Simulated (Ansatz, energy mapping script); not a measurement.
# CoO: J from the energies of magnetic orders, part 3 of 3

Aim: the exchange couplings of CoO from the energies of a few collinear orders, and the ordering temperature that they give.

PBE with U = 3.5 eV on Co d, ortho-atomic projectors; plane waves, U on orthogonalised atomic orbitals unless named otherwise, collinear spin, no spin–orbit coupling.

So far. Step 9 (Order 6: uncompensated ++−, cell C of 6 atoms): The run ends ferrimagnetic, 34.28 meV a magnetic atom below the parallel order of its cell. Step 10 (Run 7 (parallel; cell D, 6 atoms)): The run ends ferromagnetic. For each magnetic atom its energy differs from the parallel run of the first cell by 0.44 meV, an error that one common reference would have brought in.

## Step 11: Run 8 (uncompensated ++−; cell D, 6 atoms)

This order reverses 5.33 of the 12 neighbours at 3.01 Å, 1.33 of the 6 neighbours at 4.26 Å and 16 of the 24 neighbours at 5.22 Å, counted for an average magnetic atom.

File input.yaml:

```yaml
crystal:
  lattice:
    - [0.0, 2.1315, 2.1315]
    - [0.0, 2.1315, -2.1315]
    - [-6.3945, -2.1315, 0.0]
  atoms:
    - { symbol: Co, position: [0.0, 0.0, 0.0], spin: 3.0 }
    - { symbol: Co, position: [0.333333333, 0.333333333, 0.666666667], spin: 3.0 }
    - { symbol: Co, position: [0.666666667, 0.666666667, 0.333333333], spin: -3.0 }
    - { symbol: O, position: [0.833333333, 0.833333333, 0.666666667] }
    - { symbol: O, position: [0.166666667, 0.166666667, 0.333333333] }
    - { symbol: O, position: [0.5, 0.5, 0.0] }
magnetization:
  spin_polarized: true
kpoints:
  mp_grid: { grid: [9, 9, 9] }
hamiltonian:
  xc: pbe
  hubbard:
    sites:
      - { species: Co, l: d, u_eff: 3.5 }
      - { site: 0, l: d, u_eff: 3.5, starting_ns: [{ spin: up, occupation_matrix: co1_major }, { spin: down, occupation_matrix: co1_minor }] }
      - { site: 1, l: d, u_eff: 3.5, starting_ns: [{ spin: up, occupation_matrix: co1_major }, { spin: down, occupation_matrix: co1_minor }] }
      - { site: 2, l: d, u_eff: 3.5, starting_ns: [{ spin: up, occupation_matrix: co1_minor }, { spin: down, occupation_matrix: co1_major }] }
    projectors: ortho-atomic
    occupation_matrices:
      co1_major:
        matrix:
          - [0.997, 0.0, 0.0, 0.0, 0.0]
          - [0.0, 0.999, 0.0, 0.0, 0.0]
          - [0.0, 0.0, 0.999, 0.0, 0.0]
          - [0.0, 0.0, 0.0, 0.997, 0.0]
          - [0.0, 0.0, 0.0, 0.0, 0.999]
      co1_minor:
        matrix:
          - [0.174, -0.069, -0.069, 0.0, -0.138]
          - [-0.069, 0.654, -0.301, -0.12, 0.301]
          - [-0.069, -0.301, 0.654, 0.12, 0.301]
          - [0.0, -0.12, 0.12, 0.174, 0.0]
          - [-0.138, 0.301, 0.301, 0.0, 0.654]
scf:
  occupations: { method: fermi_dirac, width: 0.05 }
output:
  eigenvalues: true
```

Command:

```sh
$ ansatz run input.yaml --threads 4 --pin off --max-ram 8192MiB --backend cpu --events-out ev --progress --plain --runs-dir out
```

Numbers of over 12 decimals in the logs are rounded to 6 here.

What it wrote:

```text
[...]
Crystal: 6 atoms, lattice volume = 58.104 Å³
Basis set: ecut = 420 eV, 1097 PW (Γ)
Bands: 47, of which v1, the nominal top of the filled ones, is band 35 counted from 1 (34 counted from 0)
Symmetry: 2 space group operations
k-points: 365 of 729
[...]
Starting moments: Σ|m| = 9 μB on 3 of 6 sites
[...]
k-point 1 ↑: bands = [... 31 lower, 11.0526, 11.1804, 11.2362, 11.3014, 11.8604, 15.1461, 15.2201, 15.5381, ... 8 higher]
  k-point 2 ↑: bands = [... 31 lower, 11.0443, 11.1611, 11.2665, 11.3565, 11.8746, 15.2115, 15.5378, 15.5402, ... 8 higher]
  k-point 364 ↓: bands = [... 31 lower, 12.2705, 13.0732, 15.5753, 15.7706, 16.3339, 16.9041, 17.0902, 17.2678, ... 8 higher]
Occupation matrices written to <dir>
[key lines of the parts left out:]
SCF converged after 18 iterations
Magnetization: 3.0000 μB (36.0000 up, 33.0000 down)
Free energy (F): -17074.065205 eV
Fermi energy:    14.253986 eV
```

Wall time 44 s (4 threads of Arm Neoverse V2, shared host); peak memory 1.7 GiB; 2.9 min of CPU time.

The run ends ferrimagnetic, 15.00 meV a magnetic atom below the parallel order of its cell.

## Step 12: Parallel start in cell E (6 atoms)

The parallel order again, as the reference for this cell.

This run holds the same structure in another cell (c 6.740 → 7.384 Å, α 102.9 → 90.0°, β 102.9 → 90.0°, γ 90.0 → 120.0°).

File input.yaml:

```yaml
crystal:
  lattice:
    - [0.0, 2.1315, 2.1315]
    - [-2.1315, 0.0, -2.1315]
    - [-4.263, -4.263, 4.263]
  atoms:
    - { symbol: Co, position: [0.0, 0.0, 0.0], spin: 3.0 }
    - { symbol: Co, position: [0.333333333, 0.666666667, 0.666666667], spin: 3.0 }
    - { symbol: Co, position: [0.666666667, 0.333333333, 0.333333333], spin: 3.0 }
    - { symbol: O, position: [0.666666667, 0.333333333, 0.833333333] }
    - { symbol: O, position: [0.0, 0.0, 0.5] }
    - { symbol: O, position: [0.333333333, 0.666666667, 0.166666667] }
magnetization:
  spin_polarized: true
kpoints:
  mp_grid: { grid: [10, 10, 4] }
hamiltonian:
  xc: pbe
  hubbard:
    sites:
      - { species: Co, l: d, u_eff: 3.5 }
      - { site: 0, l: d, u_eff: 3.5, starting_ns: [{ spin: up, occupation_matrix: co1_major }, { spin: down, occupation_matrix: co1_minor }] }
      - { site: 1, l: d, u_eff: 3.5, starting_ns: [{ spin: up, occupation_matrix: co1_major }, { spin: down, occupation_matrix: co1_minor }] }
      - { site: 2, l: d, u_eff: 3.5, starting_ns: [{ spin: up, occupation_matrix: co1_major }, { spin: down, occupation_matrix: co1_minor }] }
    projectors: ortho-atomic
    occupation_matrices:
      co1_major:
        matrix:
          - [0.997, 0.0, 0.0, 0.0, 0.0]
          - [0.0, 0.999, 0.0, 0.0, 0.0]
          - [0.0, 0.0, 0.999, 0.0, 0.0]
          - [0.0, 0.0, 0.0, 0.997, 0.0]
          - [0.0, 0.0, 0.0, 0.0, 0.999]
      co1_minor:
        matrix:
          - [0.174, -0.069, -0.069, 0.0, -0.138]
          - [-0.069, 0.654, -0.301, -0.12, 0.301]
          - [-0.069, -0.301, 0.654, 0.12, 0.301]
          - [0.0, -0.12, 0.12, 0.174, 0.0]
          - [-0.138, 0.301, 0.301, 0.0, 0.654]
scf:
  occupations: { method: fermi_dirac, width: 0.05 }
output:
  eigenvalues: true
```

What it wrote:

```text
[...]
Crystal: 6 atoms, lattice volume = 58.104 Å³
Basis set: ecut = 420 eV, 1081 PW (Γ)
Bands: 47, of which v1, the nominal top of the filled ones, is band 35 counted from 1 (34 counted from 0)
Symmetry: 12 space group operations
k-points: 117 of 400
[...]
Starting moments: Σ|m| = 9 μB on 3 of 6 sites
[...]
k-point 1 ↑: bands = [... 31 lower, 10.7765, 10.8023, 11.2878, 11.3600, 12.3955, 12.4989, 13.2410, 13.3459, ... 8 higher]
  k-point 2 ↑: bands = [... 31 lower, 10.4410, 10.8832, 11.8145, 11.8145, 11.9074, 11.9074, 13.3631, 13.4671, ... 8 higher]
  k-point 116 ↓: bands = [... 31 lower, 15.5586, 15.8910, 16.1748, 16.1748, 16.3157, 16.3157, 17.5725, 17.5726, ... 8 higher]
Occupation matrices written to <dir>
[key lines of the parts left out:]
SCF converged after 12 iterations
Magnetization: 9.0000 μB (39.0000 up, 30.0000 down)
Free energy (F): -17074.020749 eV
Fermi energy:    14.148231 eV
```

Elapsed: 11 s, on 4 threads; peak memory 0.76 GiB; 40 s of CPU time.

The run ends ferromagnetic. For each magnetic atom its energy differs from the parallel run of the first cell by 0.26 meV, an error that one common reference would have brought in.

## Step 13: Uncompensated ++− start in cell E (6 atoms)

This order reverses 4 of the 12 neighbours at 3.01 Å, 4 of the 6 neighbours at 4.26 Å and 12 of the 24 neighbours at 5.22 Å, counted for an average magnetic atom.

input.yaml, as its differences from that of step 12:

```diff
@@ -8,3 +8,3 @@
     - { symbol: Co, position: [0.333333333, 0.666666667, 0.666666667], spin: 3.0 }
-    - { symbol: Co, position: [0.666666667, 0.333333333, 0.333333333], spin: 3.0 }
+    - { symbol: Co, position: [0.666666667, 0.333333333, 0.333333333], spin: -3.0 }
     - { symbol: O, position: [0.666666667, 0.333333333, 0.833333333] }
@@ -23,3 +23,3 @@
       - { site: 1, l: d, u_eff: 3.5, starting_ns: [{ spin: up, occupation_matrix: co1_major }, { spin: down, occupation_matrix: co1_minor }] }
-      - { site: 2, l: d, u_eff: 3.5, starting_ns: [{ spin: up, occupation_matrix: co1_major }, { spin: down, occupation_matrix: co1_minor }] }
+      - { site: 2, l: d, u_eff: 3.5, starting_ns: [{ spin: up, occupation_matrix: co1_minor }, { spin: down, occupation_matrix: co1_major }] }
     projectors: ortho-atomic
```

What it wrote:

```text
[...]
Crystal: 6 atoms, lattice volume = 58.104 Å³
Basis set: ecut = 420 eV, 1081 PW (Γ)
Bands: 47, of which v1, the nominal top of the filled ones, is band 35 counted from 1 (34 counted from 0)
Symmetry: 4 space group operations
k-points: 117 of 400
[...]
Starting moments: Σ|m| = 9 μB on 3 of 6 sites
[...]
k-point 1 ↑: bands = [... 31 lower, 11.5895, 11.8254, 12.1880, 12.8458, 12.9793, 15.3252, 15.5219, 16.4069, ... 8 higher]
  k-point 2 ↑: bands = [... 31 lower, 11.8470, 11.9378, 11.9920, 12.6806, 12.9055, 15.3301, 16.4228, 16.5087, ... 8 higher]
  k-point 116 ↓: bands = [... 31 lower, 11.9946, 12.0332, 15.5516, 15.7890, 16.1243, 16.2873, 17.1670, 17.2010, ... 8 higher]
Occupation matrices written to <dir>
[key lines of the parts left out:]
SCF converged after 19 iterations
Magnetization: 3.0000 μB (36.0000 up, 33.0000 down)
Free energy (F): -17074.204490 eV
Fermi energy:    14.024066 eV
```

The job ended after 17 s (4 threads; peak memory 0.78 GiB; 66 s of CPU time).

The run ends ferrimagnetic, 61.25 meV a magnetic atom below the parallel order of its cell.

## Step 14: Mapping onto a Heisenberg model

Each energy difference is a sum of couplings weighted by the pairs that the order reverses. A few near shells are fitted to the differences by least squares. Energies are those extrapolated to zero occupation width, not the free energies F.

Energies from the parallel order of the same cell:

```
                      order  atoms  energy (meV a magnetic atom)  moments (μB)  moments kept as typed  opposed neighbours at 3.01, 4.26, 5.22 Å
         parallel in cell A      4                          0.00          2.60                    yes                                   0, 0, 0
   compensated +− in cell A      4                         15.58          2.60                    yes                                  8, 0, 16
         parallel in cell B      4                          0.00          2.60                    yes                                   0, 0, 0
   compensated +− in cell B      4                        -86.63          2.54                    yes                                  6, 6, 12
         parallel in cell C      6                          0.00          2.60                    yes                                   0, 0, 0
uncompensated ++− in cell C      6                        -34.28  2.55 to 2.58                    yes                             6.67, 2.67, 8
         parallel in cell D      6                          0.00          2.60                    yes                                   0, 0, 0
uncompensated ++− in cell D      6                        -15.00  2.57 to 2.59                    yes                            5.33, 1.33, 16
         parallel in cell E      6                          0.00          2.60                    yes                                   0, 0, 0
uncompensated ++− in cell E      6                        -61.25  2.53 to 2.57                    yes                                  4, 4, 12
```

Couplings from the energies, with E = −Σ J e·e over ordered pairs:

```csv
pair,distance (Å),neighbours,J (meV)
Co–Co,3.01,12,1.09
Co–Co,4.26,6,-8.22
Co–Co,5.22,24,-0.0549
Co–Co,6.03,12,-0.310
```

These orders cannot tell some unfitted shells from fitted ones: the value at 3.01 Å holds J(3.01) + 4 J(7.98); other unfitted shells add to the values wholly or in part.

Adding the shell at 6.74 Å gives 1.1, -8.2, -0.047, -0.32 and -0.035 meV and a mean-field temperature of 351 K, an exact solve that tests nothing.

In mean field these couplings order at 353 K, at q = (0.50, 0.50, 0.50) in fractions of the conventional cell's reciprocal vectors, and give a Curie–Weiss temperature of -319 K.

## Step 15: Monte Carlo

Mean field ignores fluctuations and overstates the ordering temperature, so the model is also sampled. The heat capacity peaks where order sets in.

Classical unit spins with these couplings on 8×8×4 copies of a cell that holds the lowest order (512 spins), heat-bath sweeps, cooled from random directions, 831 sweeps to settle and 2493 measured at each temperature, averaged over 4 runs.

```
T (K)  order along the lowest pattern  net moment  heat capacity (k_B a spin)
 42.3                            0.48        0.01                        1.03
 72.4                            0.43        0.01                        1.07
  118                            0.37        0.01                        1.18
  148                            0.35        0.02                        1.30
  178                            0.34        0.02                        1.51
  223                            0.27        0.02                        1.80
  238                            0.25        0.02                        1.92
  253                            0.21        0.02                        1.70
  283                            0.15        0.03                        1.11
  313                            0.12        0.03                        0.62
  358                            0.09        0.03                        0.37
  388                            0.08        0.03                        0.28
```

The smoothed heat capacity peaks at 234 K. The order column follows one pattern alone; equivalent domains or another pattern share the rest.

## Step 16: Outcome

```
lowest order tried                                              : compensated +− in cell B
largest fitted value (a combination of shells), Co–Co at 4.26 Å : -8.22 meV
ordering temperature, mean field                                : 353 K
heat-capacity peak, Monte Carlo                                 : 234 K
```

**Reading.** Of the orders tried, CoO prefers the order “compensated +− in cell B” under PBE+U (3.5 eV), with 6 of 12 neighbours at 3.01 Å, 6 of 6 neighbours at 4.26 Å and 12 of 24 neighbours at 5.22 Å opposed, and the heat capacity of the fitted model peaks near 234 K (Monte Carlo, classical spins). The largest fitted coupling is the Co–Co pair at 4.26 Å, antiferromagnetic at -8.2 meV, across a ligand at about 180°. The straight metal–ligand–metal path outweighs the right-angled one, the pattern expected of superexchange through one ligand p orbital, which these runs do not test. The orders also reverse pairs at 6.74 Å, which are not fitted, so the fitted values hold their part too. With 5 differences for 4 couplings the fit misses by 0.43 meV at most, a small part of the spread. In the fitted orders moments change by up to 2.8 % against the parallel run of the same cell, so their size stays put. Monte Carlo puts the peak at 0.66 of the mean-field temperature, since mean field leaves out fluctuations. In tests on simple cubic and body-centred models such peaks lay 5 to 6 % under the bulk value. On cooling, the order along the one computed pattern stays at or under 0.48: the model settles in an equivalent domain, a degenerate mixture or another order. The parallel order holds 3 μB a magnetic atom, spin 1.5; the common factor (S+1)/S would raise the classical 234 K to 390 K, a correction that often overshoots. The program narrowed the symmetry for the carried occupation matrices. Where that marks an ordered orbital filling, bonds of one length need not share one coupling; each fitted J is a mean over the bonds that the orders reverse. The classical value and the one scaled by (S+1)/S differ by a factor of 1.7, so closeness of either to the measured temperature is partly a matter of convention.

Calculation against experiment:

| quantity | measured | PBE+U (3.5 eV), Monte Carlo | PBE+U (3.5 eV), Monte Carlo × (S+1)/S |
| --- | --- | --- | --- |
| ordering temperature (spin model) (K) | 291 | 234 (-19.7 %) | 390 (+33.9 %) |

Measured values from arxiv:2004.06613 (2020).

How well it matches: The ordering temperature is off by -19.7 % at PBE+U (3.5 eV), Monte Carlo: fair agreement. No cell relaxation is part of this session.

[Logs and program files are shortened in this print: banners, set-up blocks, solver, clock and traceback lines can be left out without a mark of their own.]

[Logs are printed without paths, hosts, clocks, repeated set-up lines and the standing remarks that a program may print on its own settings, such as how far it seeks lower states.]

[Hosts, paths, dates, database ids (printed as entryN), source tags and the programs' standing remarks are cut or masked in the printed files.]

[Where a cell is said to come from a database of computed structures, the database is the Materials Project.]
